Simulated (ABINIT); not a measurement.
# A GW chain in ABINIT: Diamond (Fd-3m, 2 atoms a cell)

Aim: the G0W0 gap of Diamond (Fd-3m, 2 atoms a cell) on PBE, step by step.

Main program and level: ABINIT 10.8.3; PBE and many-body steps on it, plane waves.

**The experiments to reproduce.**

- Gap 5.5 eV: band gap, experimental literature value; bulk crystal (quoted in “Fermi level pinning by defects can explain the large reported carbon 1s binding energy variations in diamond”, 2019, arxiv:1902.02958).

- Gap 5.47 eV: experimental band gap used as input; bulk crystal (quoted in “Enhanced Electron Emission Performance and Air‐Surface Stability in ScO‐Terminated Diamond for Thermionic Energy Converters”, 2024, pmc:11600692).

## Step 1: Starting point

It takes space group Fd-3m (No. 227, cubic). The conventional cell has a = 3.567 Å, b = 3.567 Å, c = 3.567 Å, α = 90.00°, β = 90.00°, γ = 90.00°. Nearest to C lie 4 C at 1.54 Å.

Structure file:

```cif
data_structure
_symmetry_space_group_name_H-M 'Fd-3m:1'
_symmetry_Int_Tables_number 227
_cell_length_a 3.5667
_cell_length_b 3.5667
_cell_length_c 3.5667
_cell_angle_alpha 90.000
_cell_angle_beta 90.000
_cell_angle_gamma 90.000
_cell_volume 45.37
loop_
_atom_site_label
_atom_site_type_symbol
_atom_site_symmetry_multiplicity
_atom_site_Wyckoff_symbol
_atom_site_fract_x
_atom_site_fract_y
_atom_site_fract_z
_atom_site_occupancy
C1 C 8 b 0.00000 0.00000 0.50000 1
```

The cell and positions come from the Crystallography Open Database and are kept as given unless a step says otherwise.

## Step 2: Ground state

This step: ABINIT 10.8.3; DFT, PBE, plane waves, norm-conserving pseudopotentials.

The ground-state density comes first.

Input file run.abi:

```
acell 3*1.0 Angstrom
rprim 
  -0.000000000000 1.783370000000 1.783370000000
  1.783370000000 -0.000000000000 1.783370000000
  1.783370000000 1.783370000000 0.000000000000
ntypat 1
znucl 6
natom 2
typat 1 1
xred 
  0.000000000000 0.000000000000 -0.000000000000
  0.250000000000 0.250000000000 0.250000000000
pp_dirpath "pseudos"
pseudos "C.upf"
ecut 37
ngkpt 10 10 10
nshiftk 1
shiftk 0 0 0
kptopt 1
chksymbreak 0
nband 9
occopt 1
tolvrs 1e-10
nstep 60
prtwf 0
indata_prefix "in"
outdata_prefix "out"
tmpdata_prefix "tmp"
```

The run is started by

```bash
$ OMP_NUM_THREADS=1 mpirun -n 4 abinit run.abi > log
```

Numbers of over 12 decimals in the logs are rounded to 6 here.

The log of the run:

```text
.Version 10.8.3 of ABINIT. v10.8.2 released Aug 2026.

 Symmetries : space group Fd -3 m (#227); Bravais cF (face-center cubic)
================================================================================
 Values of the parameters that define the memory need of the present run
     intxc =       0    ionmov =       0      iscf =       7    lmnmax =       4
     lnmax =       4     mgfft =      30  mpssoang =       2    mqgrid =    3001
     natom =       2  nloc_mem =       1    nspden =       1   nspinor =       1
    nsppol =       1      nsym =      48    n1xccc =    2501    ntypat =       1
    occopt =       1   xclevel =       2
-    mband =           9        mffmem =           1         mkmem =          12
       mpw =         845          nfft =       27000          nkpt =          47
================================================================================
  Rough estimation (10% accuracy) of disk space for files :
================================================================================

--------------------------------------------------------------------------------
------------- Echo of variables that govern the present computation ------------
--------------------------------------------------------------------------------
 -outvars: echo values of preprocessed input variables --------
            acell      1.8897261259E+00  1.8897261259E+00  1.8897261259E+00 Bohr

      chksymbreak           0
             ecut      3.70000000E+01 Hartree
-          fftalg         312

              ixc     -101130
              kpt      0.00000000E+00  0.00000000E+00  0.00000000E+00
                       1.00000000E-01  0.00000000E+00  0.00000000E+00
                       2.00000000E-01  0.00000000E+00  0.00000000E+00
                       3.00000000E-01  0.00000000E+00  0.00000000E+00
                       4.00000000E-01  0.00000000E+00  0.00000000E+00
                       5.00000000E-01  0.00000000E+00  0.00000000E+00
                       1.00000000E-01  1.00000000E-01  0.00000000E+00
                       2.00000000E-01  1.00000000E-01  0.00000000E+00
                       3.00000000E-01  1.00000000E-01  0.00000000E+00
   [... 36 further rows ...]
                      -3.00000000E-01  4.00000000E-01  2.00000000E-01
                      -3.00000000E-01  5.00000000E-01  2.00000000E-01
         kptrlatt       10    0    0      0   10    0      0    0   10
          kptrlen      4.76601409E+01
P           mkmem          12
            natom           2
            nband           9
            ngfft          30      30      30
             nkpt          47
            nstep          60
             nsym          48
           ntypat           1
              occ      2.000000  2.000000  2.000000  2.000000  0.000000  0.000000
[...]
prtwf           0
            rprim     -0.0000000000E+00  1.7833700000E+00  1.7833700000E+00
[...]
spgroup         227

           tolvrs      1.00000000E-10

             xred      0.0000000000E+00  0.0000000000E+00  0.0000000000E+00
[...]
znucl        6.00000

================================================================================

 chkinp: Checking input parameters for consistency.

================================================================================
== DATASET  1 ==================================================================
-   mpi_nproc: 4, omp_nthreads: 1 (-1 if OMP is not activated)

--- !DatasetInfo
iteration_state: {dtset: 1, }
dimensions: {natom: 2, nkpt: 47, mband: 9, nsppol: 1, nspinor: 1, nspden: 1, mpw: 845, }
cutoff_energies: {ecut:  37.0, pawecutdg:  -1.0, }
electrons: {nelect:   8.00000000E+00, charge:   0.00000000E+00, occopt:   1.00000000E+00, tsmear:   1.00000000E-02, }

 Real(R)+Recip(G) space primitive vectors, cartesian coordinates (Bohr,Bohr^-1):
 R(1)=  0.0000000  3.3700809  3.3700809  G(1)= -0.1483644  0.1483644  0.1483644
 R(2)=  3.3700809  0.0000000  3.3700809  G(2)=  0.1483644 -0.1483644  0.1483644
 R(3)=  3.3700809  3.3700809  0.0000000  G(3)=  0.1483644  0.1483644 -0.1483644
 Unit cell volume ucvol=  7.6551017E+01 bohr^3
 Angles (23,13,12)=  6.00000000E+01  6.00000000E+01  6.00000000E+01 degrees

 getcut: wavevector=  0.0000  0.0000  0.0000  ngfft=  30  30  30
         ecut(hartree)=     37.000   => boxcut(ratio)=   2.30135

 getcut : COMMENT -
  Note that boxcut > 2.2 ; recall that boxcut=Gcut(box)/Gcut(sphere) = 2
  is sufficient for exact treatment of convolution.
  Such a large boxcut is a waste : you could raise ecut
  e.g. ecut=   48.989798 Hartrees makes boxcut=2

--- Pseudopotential description ------------------------------------------------
- C Generated using ONCVPSP code by D. R. Hamann
-  6.00000   4.00000  171031                  znucl, zion, pspdat
12 -101130 1 -1 1248                          pspcod,pspxc,lmax,lloc,mmax
     nproj     2     2
  pspatm : epsatm=    4.31346680
         --- l  ekb(1:nproj) -->
[...]
1   -4.199961   -0.877517
 pspatm: atomic psp has been read  and splines computed

   6.90154688E+01                                ecore*ucvol(ha*bohr**3)
--------------------------------------------------------------------------------

_setup2: Arith. and geom. avg. npw (full set) are     822.485     822.457

================================================================================

--- !BeginCycle
iteration_state: {dtset: 1, }
solver: {iscf: 7, nstep: 60, nline: 4, wfoptalg: 0, }
tolerances: {tolvrs: 1.00E-10, }

     iter   Etot(hartree)      deltaE(h)  residm     vres2
 ETOT  1  -12.022012644239    -1.202E+01 1.536E-01 4.594E+01
 ETOT  2  -12.037397158723    -1.538E-02 8.428E-03 1.506E-01
 ETOT  3  -12.037407731185    -1.057E-05 4.063E-03 4.423E-03
 ETOT  4  -12.037408007989    -2.768E-07 3.688E-03 5.608E-05
 ETOT  5  -12.037408010338    -2.349E-09 8.736E-04 9.324E-08
 ETOT  6  -12.037408010340    -2.011E-12 3.766E-04 3.376E-10
 ETOT  7  -12.037408010340     9.415E-14 1.630E-04 1.540E-12

 At SCF step    7       vres2   =  1.54E-12 < tolvrs=  1.00E-10 =>converged.

 Cartesian components of stress tensor (hartree/bohr^3)
  sigma(1 1)= -3.95379016E-05  sigma(3 2)=  0.00000000E+00
  sigma(2 2)= -3.95379016E-05  sigma(3 1)=  0.00000000E+00
  sigma(3 3)= -3.95379016E-05  sigma(2 1)=  0.00000000E+00

--- !ResultsGS
iteration_state: {dtset: 1, }
comment   : Summary of ground state results
lattice_vectors:
- [ -0.0000000,   3.3700809,   3.3700809, ]
- [  3.3700809,  -0.0000000,   3.3700809, ]
- [  3.3700809,   3.3700809,   0.0000000, ]
lattice_lengths: [   4.76601,    4.76601,    4.76601, ]
lattice_angles: [ 60.000,  60.000,  60.000, ] # degrees, (23, 13, 12)
lattice_volume:   7.6551017E+01
convergence: {deltae:  9.415E-14, res2:  1.540E-12, residm:  1.630E-04, diffor: null, }
etotal    :  -1.20374080E+01
entropy   :   0.00000000E+00
fermie    :   3.78251972E-01
cartesian_stress_tensor: # hartree/bohr^3
- [ -3.95379016E-05,   0.00000000E+00,   0.00000000E+00, ]
- [  0.00000000E+00,  -3.95379016E-05,   0.00000000E+00, ]
- [  0.00000000E+00,   0.00000000E+00,  -3.95379016E-05, ]
pressure_GPa:   1.1632E+00
xred      :
- [  0.0000E+00,   0.0000E+00,   0.0000E+00,  C]
- [  2.5000E-01,   2.5000E-01,   2.5000E-01,  C]
cartesian_forces: # hartree/bohr
- [ -3.19906240E-30,   1.48249233E-30,   5.46181386E-31, ]
- [  3.19906240E-30,  -1.48249233E-30,  -5.46181386E-31, ]
force_length_stats: {min:   3.56792627E-30, max:   3.56792627E-30, mean:   3.56792627E-30, }

 Integrated electronic density in atomic spheres:
 ------------------------------------------------
 Atom  Sphere_radius  Integrated_density
    1        2.00000          4.70847033
    2        2.00000          4.67055731
================================================================================

 ----iterations are completed or convergence reached----

 Mean square residual over all n,k,spin=   13.101E-07; max=  16.296E-05
 reduced coordinates (array xred) for    2 atoms
       0.000000000000      0.000000000000      0.000000000000
       0.250000000000      0.250000000000      0.250000000000
 rms dE/dt=  7.9989E-30; max dE/dt=  8.4145E-30; dE/dt below (all hartree)
    1      -0.000000000000      0.000000000000      0.000000000000
    2       0.000000000000     -0.000000000000     -0.000000000000

 cartesian coordinates (angstrom) at end:
    1      0.000000     0.000000     0.000000
    2      0.891685     0.891685     0.891685

 cartesian forces (hartree/bohr) at end:
    1     -0.000000     0.000000     0.000000
    2      0.000000    -0.000000    -0.000000
 frms,max,avg= 2.0599432E-30 3.1990624E-30   0.000E+00  0.000E+00  0.000E+00 h/b

 cartesian forces (eV/Angstrom) at end:
    1     -0.000000     0.000000     0.000000
    2      0.000000    -0.000000    -0.000000
 frms,max,avg= 1.0592654E-28 1.6450240E-28   0.000E+00  0.000E+00  0.000E+00 e/A
 length scales=  1.889726125908  1.889726125908  1.889726125908 bohr
              =  1.000000000000  1.000000000000  1.000000000000 angstroms
 prteigrs : about to open file out_EIG
 Fermi (or HOMO) energy (hartree) =   0.37825   Average Vxc (hartree)=  -0.49368
 Eigenvalues (hartree) for nkpt=  47  k points:
 kpt#   1, nband=  9, wtk=  0.00100, kpt=  0.0000  0.0000  0.0000 (reduced coord)
  -0.41145    0.37825    0.37825    0.37825    0.58499    0.58499    0.58499    0.86809
   1.08739
 prteigrs : prtvol=0 or 1, do not print more k-points.

--- !EnergyTerms
iteration_state     : {dtset: 1, }
comment             : Components of total free energy in Hartree
kinetic             :  8.47301406351088E+00
hartree             :  9.65946945363361E-01
xc                  : -4.34005573698495E+00
Ewald energy        : -1.27873442426994E+01
psp_core            :  9.01561743076947E-01
local_psp           : -4.68416309048939E+00
non_local_psp       : -5.66367692117671E-01
total_energy        : -1.20374080103402E+01
total_energy_eV     : -3.27554558769834E+02
band_energy         :  3.84676948223958E-01

 Cartesian components of stress tensor (hartree/bohr^3)
  sigma(1 1)= -3.95379016E-05  sigma(3 2)=  0.00000000E+00
  sigma(2 2)= -3.95379016E-05  sigma(3 1)=  0.00000000E+00
  sigma(3 3)= -3.95379016E-05  sigma(2 1)=  0.00000000E+00

-Cartesian components of stress tensor (GPa)         [Pressure=  1.1632E+00 GPa]
- sigma(1 1)= -1.16324523E+00  sigma(3 2)=  0.00000000E+00
- sigma(2 2)= -1.16324523E+00  sigma(3 1)=  0.00000000E+00
- sigma(3 3)= -1.16324523E+00  sigma(2 1)=  0.00000000E+00

== END DATASET(S) ==============================================================
================================================================================

 -outvars: echo values of variables after computation  --------
           etotal     -1.2037408010E+01
            nband           9
             nkpt          47
          spgroup         227
 [... the other variables as echoed above ...]

 Calculation completed.
```

The job ended after 3.9 s (4 MPI ranks of Arm Neoverse V1, shared host; peak memory 0.24 GiB; 15 s of CPU time).

Numbers from this step:

```
total energy               : -327.5546 eV
gap                        : 4.229 eV
k of the valence top       : 0, 0, 0
k of the conduction bottom : 0.4, 0.4, 0
least direct gap           : 5.626 eV
pressure                   : 1.163 GPa
```

The gap is indirect, with the least direct gap 1.40 eV higher.

The cutoff was set for levels, not for stress, so the pressure can be off by some GPa.

[end of part 1 of 3]

[Paths, hosts, dates, memory and timing lines, banners, echoed tables and standing remarks are left out of the program output.]

[Logs are printed without paths, hosts, clocks, repeated set-up lines and the standing remarks that a program may print on its own settings, such as how far it seeks lower states.]

[Runs of the session that timed out or met a known fault of the program may be left out.]

[Hosts, paths, dates, database ids (printed as entryN), source tags and the programs' standing remarks are cut or masked in the printed files.]

[G0W0 gaps are taken among the corrected bands and points alone; a level outside them can change the order at an edge.]

[Where Ansatz stands beside ABINIT at settings called matched, ABINIT's density can come from a denser mesh and the files from another edition; pairs whose starting gaps differed by over 0.03 eV were left out, so agreement reads better than it is.]
